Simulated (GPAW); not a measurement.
The Al K edge of atom 2 in Al2Ru (I4/mmm), with 4 Ru at 2.58 Å, 5 Al at 2.69 Å, 1 Ru at 2.88 Å and 4 Al at 3.12 Å (14-fold, site symmetry 4mm), was computed in 2 ways: excited-electron core hole (neutral cell) and no core hole. Program and functional: GPAW, LDA, Gaussian full width 0.9 eV up to 4 eV, rising linearly to 3.5 eV at 25 eV; cells of 3 and 27 atoms (the run without a hole in the smaller).

Each run is counted from its own lowest empty level or Fermi level and scaled to a mean of 1 over its first 20 eV.

```
E (eV)  run 1  run 2
  -2.0   0.00   0.00
  -1.5   0.00   0.00
  -1.0   0.00   0.00
  -0.5   0.05   0.02
   0.0   0.27   0.14
   0.5   0.48   0.30
   1.0   0.49   0.33
   1.5   0.66   0.32
   2.0   0.88   0.39
   2.5   1.11   0.55
   3.0   1.29   0.74
   3.5   1.32   0.85
   4.0   1.24   0.86
   4.5   1.26   0.86
   5.0   1.29   0.93
   5.5   1.28   0.98
   6.0   1.25   1.02
   6.5   1.17   1.04
   7.0   1.09   1.00
   7.5   1.12   0.94
   8.0   1.30   0.94
   8.5   1.48   1.08
   9.0   1.48   1.29
   9.5   1.32   1.43
  10.0   1.15   1.44
  10.5   1.07   1.35
  11.0   1.06   1.29
  11.5   1.06   1.29
  12.0   1.04   1.31
  12.5   0.99   1.31
  13.0   0.94   1.26
  13.5   0.90   1.22
  14.0   0.89   1.19
  14.5   0.89   1.19
  15.0   0.89   1.19
  15.5   0.87   1.19
  16.0   0.84   1.17
  16.5   0.81   1.13
  17.0   0.78   1.08
  17.5   0.76   1.03
  18.0   0.76   0.99
  18.5   0.75   0.97
  19.0   0.74   0.96
  19.5   0.71   0.94
  20.0   0.69   0.92
  20.5   0.67   0.89
  21.0   0.66   0.86
  21.5   0.66   0.84
  22.0   0.67   0.83
  22.5   0.68   0.83
  23.0   0.70   0.84
  23.5   0.71   0.85
  24.0   0.72   0.85
  24.5   0.72   0.86
  25.0   0.73   0.86
  25.5   0.72   0.86
  26.0   0.72   0.85
  26.5   0.70   0.84
  27.0   0.69   0.82
  27.5   0.68   0.80
  28.0   0.68   0.77
  28.5   0.68   0.75
  29.0   0.69   0.73
  29.5   0.70   0.72
  30.0   0.73   0.72
  30.5   0.77   0.73
  31.0   0.80   0.75
  31.5   0.84   0.79
  32.0   0.88   0.83
```

**Question.** Which run is which?

Run 1: excited-electron core hole (neutral cell) (area from −2 to 6 eV 6.1, main maxima 3.4 eV (1.32), 5.1 eV (1.29) and 8.7 eV (1.51)). Run 2: no core hole (area from −2 to 6 eV 3.9, main maxima 6.4 eV (1.04), 9.8 eV (1.45) and 12.1 eV (1.32)). With each curve scaled to its own mean, the area from −2 to 6 eV with the hole is 6.1 against 3.9, and the centre of weight from −1 to 20 eV moves by -1.5 eV: the hole pulls the absorber's empty states down.

[Banner, clock and machine lines of the logs are left out without a mark of their own.]

[Logs are printed without paths, hosts, clocks, repeated set-up lines and the standing remarks that a program may print on its own settings, such as how far it seeks lower states.]

[Hosts, paths, dates, database ids (printed as entryN), source tags and the programs' standing remarks are cut or masked in the printed files.]

[Lists of maxima count a maximum above −3 eV only where it reaches 4 % of the highest in the window and stands out from its surroundings by 2 % of it (1.5 % where it reaches 55 %); shoulders and weaker maxima are passed over, and of the rest the first, up to two pre-edge ones and the few strongest are named.]
